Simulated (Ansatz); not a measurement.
# Work function of V(111): what the settings cost and change

Aim: the work function of V(111) across levels of theory at one geometry.

Main program and level: Ansatz 0.2.0; plane-wave DFT, PBE, Ansatz PAW, in the first sound run; inputs show where later runs differ.

## (1) Set-up

The cell holds 11 atoms: 11 V. Cell: a = 4.271 Å, b = 4.271 Å, c = 26.718 Å, α = 90.0°, β = 90.0°, γ = 60.0°. Vacuum lies along c.

## (2) Slab, setting PBE, Ansatz PAW (420 eV)

A work function rests on the faint tail of the density, so the SCF threshold is tight. PBE on the default files comes first; the next runs keep the geometry and change functional or files, each at the cutoff that its files recommend; a relaxation and, for heavy metals, spin-orbit coupling close the ladder.

The input, input.yaml:

```yaml
crystal:
  lattice:
    - [4.2709249584, 0.0, 0.0]
    - [2.1354624792, 3.6987295116, 0.0]
    - [0.0, 0.0, 26.7179890648]
  atoms:
    - { symbol: V, position: [0.6666666667, 0.6666666667, 0.3368516986] }
    - { symbol: V, position: [0.0, 0.0, 0.3694813589] }
    - { symbol: V, position: [0.3333333333, 0.3333333333, 0.4021110192] }
    - { symbol: V, position: [0.6666666667, 0.6666666667, 0.4347406794] }
    - { symbol: V, position: [0.0, 0.0, 0.4673703397] }
    - { symbol: V, position: [0.3333333333, 0.3333333333, 0.5] }
    - { symbol: V, position: [0.6666666667, 0.6666666667, 0.5326296603] }
    - { symbol: V, position: [0.0, 0.0, 0.5652593206] }
    - { symbol: V, position: [0.3333333333, 0.3333333333, 0.5978889808] }
    - { symbol: V, position: [0.6666666667, 0.6666666667, 0.6305186411] }
    - { symbol: V, position: [0.0, 0.0, 0.6631483014] }
kpoints:
  mp_grid: { grid: [11, 11, 1] }
hamiltonian:
  xc: pbe
scf:
  occupations: { method: fermi_dirac, width: 0.1 }
  convergence: { dr2_threshold: 1.0e-09 }
efield:
  axis: 3
  dipole_correction: true
  ramp_position: 0.97
  ramp_width: 0.06
output:
  write_potential: true
  write_density: true
  volumetric_format: npy
  elf: true
```

On the command line:

```sh
ansatz run input.yaml --threads 4 --pin off --max-ram 6144MiB --backend cpu --events-out ev --progress --plain --runs-dir out
```

What it wrote:

```text
Engine: ansatz 0.2.0, aarch64-unknown-linux-gnu
Pseudopotentials: kind: paw
Pseudopotential: V, paw, valence charge 13, recommended cutoff 420 eV (normal), V.paw.azcp
Functional definition: PBE
  parameter kappa = 0.804
  parameter beta = 0.066725
  exchange = pbe_x(kappa = kappa, mu = beta*pi^2/3)
  correlation = pbe_c(beta = beta)
Crystal: 11 atoms, lattice volume = 422.064 Å³
Basis set: ecut = 420 eV, 8231 PW (Γ)
Bands: 86, of which v1, the nominal top of the filled ones, is band 72 counted from 1 (71 counted from 0)
Symmetry: 6 space group operations
k-points: 16 of 121 (time reversal used)
Non-local potential: V, projectors of the file, l = 0: 3, l = 1: 2, l = 2: 3, l = 3: 1
PAW form: soft (Blöchl's): semilocal exchange-correlation on the pseudo side does not see the compensation charge
PAW one-centre angular grid: V, 590 points (default); XC on 64 Gauss nodes
Initial density: superposition of atomic densities (neutral atoms: chi_scale 0, normalization atom), corrected by the library's trained network
Initial wavefunctions: pseudopotential atomic-orbital guess
Functional: x = pbe(κ = 0.804, μ = 0.219515), c = pbe(β = 0.066725)
SCF iter   1: F=—  HF=-32030.870145 eV  |F-HF|=—  |Δ(HF+E_count)|=         —  Δρ=1.31e-2  dr2=3.31e0  ethr=1.77e-3  p=-0.000 e·Å  D=-2.05e-14 V/Å  ΔV_dip=0.00 eV  dr2_dipole=1.93e-7  V_vac-E_F(+/−)=3.60/3.60 eV  ⟨swp⟩=9.0  Hψ=5894  notcnv=0
efield: sawtooth ramp at fractional position 0.9700 (set: `efield.ramp_position`, or a place that a band, a saddle search or an elastic batch's reference lends), width 0.0600; the density the first Hamiltonian is built on has a dipole p = -0.000 e·Å; the dipole correction subtracts the counter field D = -2.05e-14 V/Å, which shifts the + side's vacuum level by +0.00 eV against the − side's; the planar-averaged density in the ramp window peaks in size at 1.0e-5 e/Å³
preconditioner: auto → LDOS  [metal: Δε(μ)=0.016 eV  Ē_g=2.498 eV  σ=0.100 eV  W_gap=0.04  n_scr=96 (ndim 8)  ℏωp=13.4 eV  f_vac=0.562  D(μ)=21.36/eV (n_scr^D=192)  β→1.0]
SCF iter   2: F=—  HF=-32030.801425 eV  |F-HF|=—  |Δ(HF+E_count)|=   6.87e-2  Δρ=4.83e-3  dr2=1.18e-1  ethr=1.77e-3  p=0.000 e·Å  D=4.80e-6 V/Å  ΔV_dip=-0.00 eV  dr2_dipole=2.98e-7  V_vac-E_F(+/−)=3.52/3.52 eV  ⟨swp⟩=2.4  Hψ=1722  notcnv=0
SCF iter   3: F=—  HF=-32030.797659 eV  |F-HF|=—  |Δ(HF+E_count)|=   3.77e-3  Δρ=2.58e-3  dr2=3.82e-2  ethr=8.26e-5  p=-0.000 e·Å  D=-8.94e-7 V/Å  ΔV_dip=0.00 eV  dr2_dipole=1.75e-9  V_vac-E_F(+/−)=3.52/3.52 eV  ⟨swp⟩=3.9  Hψ=3285  notcnv=0
SCF iter   4: F=—  HF=-32030.794610 eV  |F-HF|=—  |Δ(HF+E_count)|=   3.05e-3  Δρ=3.82e-4  dr2=1.21e-3  ethr=2.67e-5  p=-0.000 e·Å  D=-3.79e-7 V/Å  ΔV_dip=0.00 eV  dr2_dipole=2.94e-9  V_vac-E_F(+/−)=3.50/3.50 eV  ⟨swp⟩=2.0  Hψ=1751  notcnv=0
SCF iter   5: F=—  HF=-32030.794675 eV  |F-HF|=—  |Δ(HF+E_count)|=   6.57e-5  Δρ=1.10e-4  dr2=7.50e-5  ethr=8.44e-7  p=0.000 e·Å  D=1.09e-7 V/Å  ΔV_dip=-0.00 eV  dr2_dipole=8.78e-10  V_vac-E_F(+/−)=3.49/3.49 eV  ⟨swp⟩=2.1  Hψ=1875  notcnv=0
SCF iter   6: F=—  HF=-32030.794671 eV  |F-HF|=—  |Δ(HF+E_count)|=   4.55e-6  Δρ=4.29e-5  dr2=1.05e-5  ethr=5.24e-8  p=0.000 e·Å  D=2.36e-7 V/Å  ΔV_dip=-0.00 eV  dr2_dipole=1.91e-10  V_vac-E_F(+/−)=3.49/3.49 eV  ⟨swp⟩=2.4  Hψ=1905  notcnv=0
SCF iter   7: F=—  HF=-32030.794125 eV  |F-HF|=—  |Δ(HF+E_count)|=   5.46e-4  Δρ=9.53e-6  dr2=5.56e-7  ethr=7.36e-9  p=0.000 e·Å  D=1.88e-7 V/Å  ΔV_dip=-0.00 eV  dr2_dipole=1.37e-10  V_vac-E_F(+/−)=3.49/3.49 eV  ⟨swp⟩=2.0  Hψ=1844  notcnv=0
SCF iter   8: F=—  HF=-32030.794126 eV  |F-HF|=—  |Δ(HF+E_count)|=   7.94e-7  Δρ=6.00e-6  dr2=1.79e-7  ethr=3.89e-10  p=0.000 e·Å  D=9.94e-8 V/Å  ΔV_dip=-0.00 eV  dr2_dipole=3.13e-12  V_vac-E_F(+/−)=3.48/3.48 eV  ⟨swp⟩=3.4  Hψ=2671  notcnv=0
SCF iter   9: F=—  HF=-32030.794126 eV  |F-HF|=—  |Δ(HF+E_count)|=   8.43e-8  Δρ=1.42e-6  dr2=2.07e-8  ethr=1.25e-10  p=0.000 e·Å  D=5.88e-8 V/Å  ΔV_dip=-0.00 eV  dr2_dipole=1.92e-13  V_vac-E_F(+/−)=3.48/3.48 eV  ⟨swp⟩=2.0  Hψ=1864  notcnv=0
SCF iter  10: F=—  HF=-32030.794126 eV  |F-HF|=—  |Δ(HF+E_count)|=   8.56e-9  Δρ=4.76e-7  dr2=1.46e-9  ethr=1.44e-11  p=0.000 e·Å  D=2.42e-8 V/Å  ΔV_dip=-0.00 eV  dr2_dipole=3.17e-14  V_vac-E_F(+/−)=3.48/3.48 eV  ⟨swp⟩=2.5  Hψ=2139  notcnv=0
SCF iter  11: F=-32030.794126 eV  HF=-32030.794126 eV  |F-HF|=5.02e-10  |Δ(HF+E_count)|=   1.96e-9  Δρ=3.31e-7  dr2=7.29e-10  ethr=1.00e-12  p=0.000 e·Å  D=8.98e-9 V/Å  ΔV_dip=-0.00 eV  dr2_dipole=4.85e-13  V_vac-E_F(+/−)=3.48/3.48 eV  ⟨swp⟩=7.8  Hψ=3539  notcnv=0
SCF 1 converged in 11 iterations: F = -32030.794126 eV  dr2 = 7.29e-10
  greatest PAW one-centre occupation: 1.000 electrons in one spin orbital (limit 2), on the V atom at site 5 (counted from 0), in its partial waves of l = 0
WARN: The output density's exchange-correlation potential varies sharply where the density is thin. Do not read a vacuum level from v_tot or v_xc, or from such a field of the output density. On a cell that repeats whose density bears no net charge and no dipole along the vacuum's axis use v_es (v_loc + v_h of the components); under efield.dipole_correction with no amplitude use v_es + v_field, which holds any externa [...]
SCF converged after 11 iterations
Free energy (F): -32030.794126 eV
Harris-Foulkes:  -32030.794126 eV  (|F-HF|=5.02e-10)
Internal energy: -32030.099662 eV  (E = F + TS)
E sigma→0 (E₀):  -32030.446894 eV
Entropy (-TS):   -0.694464 eV (-63.133 meV/atom)
Fermi energy:    3.672447 eV
Dipole field:    D = 0.000001 V/Å  (p = 0.000002 e·Å, saw-weighted, corrected)
Work function:   Φ+ = 3.4835 eV   Φ− = 3.4835 eV
Levels:          The Fermi level and band energies are counted from a zero that moves with the ramp; work functions are not
--- Per-component energies (eV) ---
  E_band       = -3437.378689
  E_kinetic    = 3678.403533
  E_local      = -224228.471117  (includes V_loc(G=0)·N_el)
  E_nonlocal   = -492.326802
  E_hartree    = 110793.286517
  E_xc         = -1423.022606
  E_vxc        = -1802.878783  (∫ρ·V_xc dr)
  E_paw        = -12242.108024  (= ΣΔE_a)
  E_vpaw       = -2178.683438  (= ΣTr[D̂ρ^β])
  E_aug_tail   = 0.002916  (compensation charges beyond the density's cutoff)
  E_efield     = 0.000000  (sawtooth field / dipole correction)
  E_vefield    = 0.000000  (∫n·V_field dr)
  E_ewald      = 91884.135922
  E_smearing   = -0.694464  (= −TS)
  E_closure    = 0.000000  (closes the sum)
  Σ components = -32030.794126   (vs F -32030.794126, Δ=0.00e0)
--- Band table (eV; the first three rows and the last of 16) ---
  k-point 0: bands = [... 68 lower, 3.2896, 3.3159, 3.3159, 3.5449, 3.5449, 3.8008, 3.8681, 3.8902, ... 10 higher]
  k-point 1: bands = [... 68 lower, 3.3093, 3.3765, 3.3984, 3.5604, 3.5992, 3.8104, 3.8837, 3.8862, ... 10 higher]
  k-point 2: bands = [... 68 lower, 3.4639, 3.4985, 3.5000, 3.6547, 3.7073, 3.8664, 3.8741, 3.9439, ... 10 higher]
  k-point 15: bands = [... 68 lower, 3.3779, 3.4292, 3.5024, 3.5745, 3.6248, 3.7558, 3.7875, 3.9685, ... 10 higher]
```

It took 77 s on 4 threads of Arm Neoverse N1, shared host; peak memory 1.3 GiB.

Numbers from this step:

* energy at zero smearing: -32030.4469 eV
* work function, upper face: 3.483 eV

Running mean over 0.8718 Å of the planar mean; the ramp of the sawtooth is left out. Table of electron's electrostatic potential energy less the Fermi level by z:

```csv
z (Å),electron's electrostatic potential energy less the Fermi level (eV)
4,3.48
5,3.48
6,3.45
7,3.21
8,0.987
9,-5.67
10,-7.77
11,-7.77
12,-7.73
13,-7.74
14,-7.74
15,-7.74
16,-7.76
17,-7.72
18,-3.83
19,2.19
20,3.33
21,3.47
22,3.48
23,3.48
```

ELF in the ca plane at fractional y = 0.000, with atoms of V within 0.2 Å of it. It is the smooth field of the valence electrons, not physical close to the nuclei.

Ten even steps from '0' (0.00) to '9' (0.75), each cell a mean:
```
12444216999433499952338996232799820000000000
12355422564244246524423652353366310000000000
01345543222466422246652223576322111100000000
01123344565555555555555555555554433210000000
00111123565333456543334554333345554210000000
00111112454333345433334543333345554310000000
00122234565444556554445654444455543210000000
01234444444566544456654444666533222100000000
12355532232355223225632322464233100000000000
12454314897233379833326984242599610000000000
12444227999432599962249997233899930000000000
```
Columns run along c (16.0 Å, from fractional 0.25 to 0.85 of the cell), rows up along a (4.3 Å). Atoms in or near the plane, at fractional coordinates: V at (0.37, 0.00), V at (0.47, 0.00), V at (0.57, 0.00), V at (0.66, 0.00).

Valence density in the ca plane at fractional y = 0.000, with atoms of V within 0.2 Å of it. It is the smooth field of the valence electrons, not physical close to the nuclei.

Values in units of 1e0 e/Å³, 6 rows by 16 columns, each cell a mean:
```
0.0 0.0 0.8 5.6 0.5 3.1 3.5 0.4 5.4 1.1 1.5 5.2 0.1 0.0 0.0 0.0
0.0 0.0 0.2 0.4 0.2 0.3 0.3 0.2 0.4 0.3 0.3 0.3 0.0 0.0 0.0 0.0
0.0 0.0 0.2 0.2 0.3 0.3 0.2 0.3 0.2 0.3 0.2 0.1 0.0 0.0 0.0 0.0
0.0 0.0 0.2 0.2 0.3 0.2 0.2 0.3 0.2 0.3 0.2 0.1 0.0 0.0 0.0 0.0
0.0 0.0 0.2 0.7 0.3 0.5 0.5 0.3 0.7 0.3 0.4 0.6 0.1 0.0 0.0 0.0
0.0 0.0 1.2 8.5 0.6 4.8 5.4 0.5 8.3 1.6 2.2 7.9 0.2 0.0 0.0 0.0
```
Columns run along c (16.0 Å, from fractional 0.25 to 0.85 of the cell), rows up along a (4.3 Å). Atoms in or near the plane, at fractional coordinates: V at (0.37, 0.00), V at (0.47, 0.00), V at (0.57, 0.00), V at (0.66, 0.00).

Electrostatic potential energy in the ca plane at fractional y = 0.000, with atoms of V within 0.2 Å of it. With pseudopotentials it is smooth inside the atoms' cores, unlike the true potential.

Values in eV, 6 rows by 16 columns, each cell a mean:
```
  7   7  -8 -24  -3 -18 -19  -2 -24  -9 -11 -24  -1   6   7   7
  7   6   3  -1   4   1   1   4  -1   3   3  -1   5   7   7   7
  7   5   3   4   2   4   4   2   5   3   3   6   7   7   7   7
  7   6   4   4   3   4   4   3   5   3   3   6   7   7   7   7
  7   7   1  -8   4  -3  -4   4  -7   1   0  -7   4   7   7   7
  7   7 -11 -24  -5 -20 -21  -4 -24 -12 -14 -24  -3   6   7   7
```
Columns run along c (16.0 Å, from fractional 0.25 to 0.85 of the cell; values clipped at the 3rd and 97th percentile), rows up along a (4.3 Å). Atoms in or near the plane, at fractional coordinates: V at (0.37, 0.00), V at (0.47, 0.00), V at (0.57, 0.00), V at (0.66, 0.00).

The work function is 3.483 eV.

## (3) Slab

This step: plane-wave DFT, LDA, Ansatz PAW (Ansatz 0.2.0).

input.yaml, as its differences from that of step 2:

```diff
@@ -20,3 +20,3 @@
 hamiltonian:
-  xc: pbe
+  xc: lda
 scf:
@@ -33,2 +33 @@
   volumetric_format: npy
-  elf: true
```

What it wrote:

```text
[...]
Crystal: 11 atoms, lattice volume = 422.064 Å³
Basis set: ecut = 420 eV, 8231 PW (Γ)
Bands: 86, of which v1, the nominal top of the filled ones, is band 72 counted from 1 (71 counted from 0)
Symmetry: 6 space group operations
k-points: 16 of 121 (time reversal used)
[...]
k-point 0: bands = [... 68 lower, 3.0089, 3.0296, 3.0296, 3.2531, 3.2531, 3.5111, 3.5717, 3.5915, ... 10 higher]
  k-point 1: bands = [... 68 lower, 3.0254, 3.0931, 3.1168, 3.2699, 3.3086, 3.5208, 3.5856, 3.5901, ... 10 higher]
  k-point 2: bands = [... 68 lower, 3.1930, 3.2147, 3.2192, 3.3752, 3.4184, 3.5780, 3.5795, 3.6546, ... 10 higher]
  k-point 15: bands = [... 68 lower, 3.0983, 3.1493, 3.2171, 3.2999, 3.3456, 3.4880, 3.5134, 3.6940, ... 10 higher]
[key lines of the parts left out:]
SCF converged after 11 iterations
Free energy (F): -31457.524577 eV
Fermi energy:    3.390722 eV
Dipole field:    D = 0.000000 V/Å  (p = 0.000001 e·Å, saw-weighted, corrected)
Work function:   Φ+ = 3.7362 eV   Φ− = 3.7362 eV
```

Run time: 75 s. Hardware: 4 threads; peak memory 1.3 GiB; 3.7 min of CPU time.

The work function is 3.736 eV, +0.253 eV from the run “PBE, Ansatz PAW (420 eV)”, at 0.98 times its CPU time.

## (4) Slab

This step: plane-wave DFT, PBEsol, Ansatz PAW (Ansatz 0.2.0).

input.yaml, as its differences from that of step 3:

```diff
@@ -20,3 +20,3 @@
 hamiltonian:
-  xc: lda
+  xc: pbesol
 scf:
```

What it wrote:

```text
[...]
Crystal: 11 atoms, lattice volume = 422.064 Å³
Basis set: ecut = 420 eV, 8231 PW (Γ)
Bands: 86, of which v1, the nominal top of the filled ones, is band 72 counted from 1 (71 counted from 0)
Symmetry: 6 space group operations
k-points: 16 of 121 (time reversal used)
[...]
k-point 0: bands = [... 68 lower, 3.1977, 3.2226, 3.2226, 3.4553, 3.4553, 3.7219, 3.7883, 3.8022, ... 10 higher]
  k-point 1: bands = [... 68 lower, 3.2170, 3.2832, 3.3061, 3.4705, 3.5097, 3.7291, 3.7957, 3.8053, ... 10 higher]
  k-point 2: bands = [... 68 lower, 3.3724, 3.4072, 3.4074, 3.5637, 3.6181, 3.7828, 3.7856, 3.8610, ... 10 higher]
  k-point 15: bands = [... 68 lower, 3.2846, 3.3376, 3.4114, 3.4822, 3.5331, 3.6618, 3.6955, 3.8743, ... 10 higher]
[key lines of the parts left out:]
SCF converged after 12 iterations
Free energy (F): -31731.472711 eV
Fermi energy:    3.581735 eV
Dipole field:    D = 0.000000 V/Å  (p = 0.000001 e·Å, saw-weighted, corrected)
Work function:   Φ+ = 3.5439 eV   Φ− = 3.5440 eV
```

It took 77 s on 4 threads; peak memory 1.3 GiB.

The work function is 3.544 eV, +0.060 eV from the run “PBE, Ansatz PAW (420 eV)”, at 1.0 times its CPU time.

## (5) Run

This step: plane-wave DFT, RPBE, Ansatz PAW (Ansatz 0.2.0).

input.yaml, as its differences from that of step 4:

```diff
@@ -20,3 +20,3 @@
 hamiltonian:
-  xc: pbesol
+  xc: rpbe
 scf:
```

What it wrote:

```text
[...]
Crystal: 11 atoms, lattice volume = 422.064 Å³
Basis set: ecut = 420 eV, 8231 PW (Γ)
Bands: 86, of which v1, the nominal top of the filled ones, is band 72 counted from 1 (71 counted from 0)
Symmetry: 6 space group operations
k-points: 16 of 121 (time reversal used)
[...]
k-point 0: bands = [... 68 lower, 3.4183, 3.4462, 3.4462, 3.6765, 3.6765, 3.9428, 4.0103, 4.0243, ... 10 higher]
  k-point 1: bands = [... 68 lower, 3.4386, 3.5059, 3.5274, 3.6916, 3.7304, 3.9496, 4.0177, 4.0275, ... 10 higher]
  k-point 2: bands = [... 68 lower, 3.5883, 3.6275, 3.6297, 3.7829, 3.8382, 4.0018, 4.0074, 4.0814, ... 10 higher]
  k-point 15: bands = [... 68 lower, 3.5061, 3.5577, 3.6323, 3.7003, 3.7525, 3.8789, 3.9127, 4.0959, ... 10 higher]
[key lines of the parts left out:]
SCF converged after 11 iterations
Free energy (F): -32079.859277 eV
Fermi energy:    3.801478 eV
Dipole field:    D = 0.000000 V/Å  (p = 0.000001 e·Å, saw-weighted, corrected)
Work function:   Φ+ = 3.3421 eV   Φ− = 3.3421 eV
```

Elapsed: 72 s, on 4 threads; peak memory 1.3 GiB; 3.6 min of CPU time.

The work function is 3.342 eV, -0.141 eV from the run “PBE, Ansatz PAW (420 eV)”, at 0.97 times its CPU time.

## (6) Slab

This step: plane-wave DFT, r2SCAN, Ansatz PAW (Ansatz 0.2.0).

input.yaml, as its differences from that of step 5:

```diff
@@ -20,3 +20,3 @@
 hamiltonian:
-  xc: rpbe
+  xc: r2scan
 scf:
```

What it wrote:

```text
[...]
Crystal: 11 atoms, lattice volume = 422.064 Å³
Basis set: ecut = 500 eV, 10783 PW (Γ), exchange–correlation on 128×128×800 points (64 copies of the dense FFT grid, shifted against one another)
Bands: 86, of which v1, the nominal top of the filled ones, is band 72 counted from 1 (71 counted from 0)
Symmetry: 6 space group operations
[...]
k-point 0: bands = [... 68 lower, 3.2550, 3.2875, 3.2875, 3.5279, 3.5279, 3.8257, 3.9056, 3.9120, ... 10 higher]
  k-point 1: bands = [... 68 lower, 3.2763, 3.3465, 3.3679, 3.5423, 3.5827, 3.8284, 3.9040, 3.9225, ... 10 higher]
  k-point 2: bands = [... 68 lower, 3.4071, 3.4719, 3.4777, 3.6244, 3.6947, 3.8715, 3.8894, 3.9686, ... 10 higher]
  k-point 15: bands = [... 68 lower, 3.3367, 3.3919, 3.4717, 3.5274, 3.5927, 3.7122, 3.7541, 3.9500, ... 10 higher]
[key lines of the parts left out:]
SCF converged after 13 iterations
Free energy (F): -32081.283762 eV
Fermi energy:    3.649051 eV
Dipole field:    D = -0.000000 V/Å  (p = -0.000000 e·Å, saw-weighted, corrected)
Work function:   Φ+ = 3.4804 eV   Φ− = 3.4804 eV
```

Run time: 2.5 min. Hardware: 4 threads; peak memory 2.1 GiB.

The work function is 3.480 eV, -0.003 eV from the run “PBE, Ansatz PAW (420 eV)”, at 2.0 times its CPU time.

## (7) Slab

This step: plane-wave DFT, PBE, JTH PAW (Ansatz 0.2.0).

input.yaml, as its differences from that of step 6:

```diff
@@ -20,3 +20,4 @@
 hamiltonian:
-  xc: r2scan
+  xc: pbe
+  pseudopotentials: { kind: paw, source: jth }
 scf:
```

What it wrote:

```text
[...]
k-point 0: bands = [... 68 lower, 3.4273, 3.4550, 3.4550, 3.6837, 3.6837, 3.9364, 4.0040, 4.0281, ... 10 higher]
  k-point 1: bands = [... 68 lower, 3.4478, 3.5156, 3.5367, 3.6993, 3.7379, 3.9466, 4.0216, 4.0221, ... 10 higher]
  k-point 2: bands = [... 68 lower, 3.6028, 3.6364, 3.6387, 3.7938, 3.8454, 4.0031, 4.0118, 4.0799, ... 10 higher]
  k-point 15: bands = [... 68 lower, 3.5164, 3.5675, 3.6403, 3.7129, 3.7633, 3.8944, 3.9256, 4.1055, ... 10 higher]
[key lines of the parts left out:]
SCF converged after 20 iterations
Free energy (F): -32026.530975 eV
Fermi energy:    3.810295 eV
Dipole field:    D = 0.000000 V/Å  (p = 0.000000 e·Å, saw-weighted, corrected)
Work function:   Φ+ = 3.4817 eV   Φ− = 3.4817 eV
```

The job ended after 11 min (4 threads; peak memory 5.3 GiB).

The work function is 3.482 eV, -0.002 eV from the run “PBE, Ansatz PAW (420 eV)”, at 10 times its CPU time.

## (8) Slab

This step: plane-wave DFT, PBE, norm-conserving (Ansatz 0.2.0).

input.yaml, as its differences from that of step 7:

```diff
@@ -21,3 +21,3 @@
   xc: pbe
-  pseudopotentials: { kind: paw, source: jth }
+  pseudopotentials: { kind: nc }
 scf:
```

What it wrote:

```text
[...]
Crystal: 11 atoms, lattice volume = 422.064 Å³
Basis set: ecut = 1142.878222 eV, 37113 PW (Γ)
Bands: 86, of which v1, the nominal top of the filled ones, is band 72 counted from 1 (71 counted from 0)
Symmetry: 6 space group operations
k-points: 16 of 121 (time reversal used)
[...]
k-point 0: bands = [... 68 lower, 3.3351, 3.3630, 3.3630, 3.5953, 3.5953, 3.8468, 3.9153, 3.9428, ... 10 higher]
  k-point 1: bands = [... 68 lower, 3.3561, 3.4230, 3.4444, 3.6104, 3.6494, 3.8576, 3.9335, 3.9361, ... 10 higher]
  k-point 2: bands = [... 68 lower, 3.5097, 3.5447, 3.5469, 3.7022, 3.7568, 3.9144, 3.9256, 3.9911, ... 10 higher]
  k-point 15: bands = [... 68 lower, 3.4230, 3.4750, 3.5499, 3.6200, 3.6718, 3.7999, 3.8338, 4.0129, ... 10 higher]
[key lines of the parts left out:]
SCF converged after 16 iterations
Free energy (F): -22979.582280 eV
Fermi energy:    3.719214 eV
Dipole field:    D = 0.000000 V/Å  (p = 0.000000 e·Å, saw-weighted, corrected)
Work function:   Φ+ = 3.4835 eV   Φ− = 3.4835 eV
```

Elapsed: 8.3 min, on 4 threads; peak memory 4.3 GiB; 29 min of CPU time.

The work function is 3.484 eV, +0.000 eV from the run “PBE, Ansatz PAW (420 eV)”, at 7.8 times its CPU time.

[end of part 1 of 2]

[Long decimals in the printed logs are rounded to 6 places.]

[Logs are printed without paths, hosts, clocks, repeated set-up lines and the standing remarks that a program may print on its own settings, such as how far it seeks lower states.]

[Hosts, paths, dates, database ids (printed as entryN), source tags and the programs' standing remarks are cut or masked in the printed files.]

[Maps of the electrostatic potential energy from Ansatz leave out the sawtooth potential of an applied field or a dipole correction, so their vacuum need not be flat; planar profiles and work functions include it.]
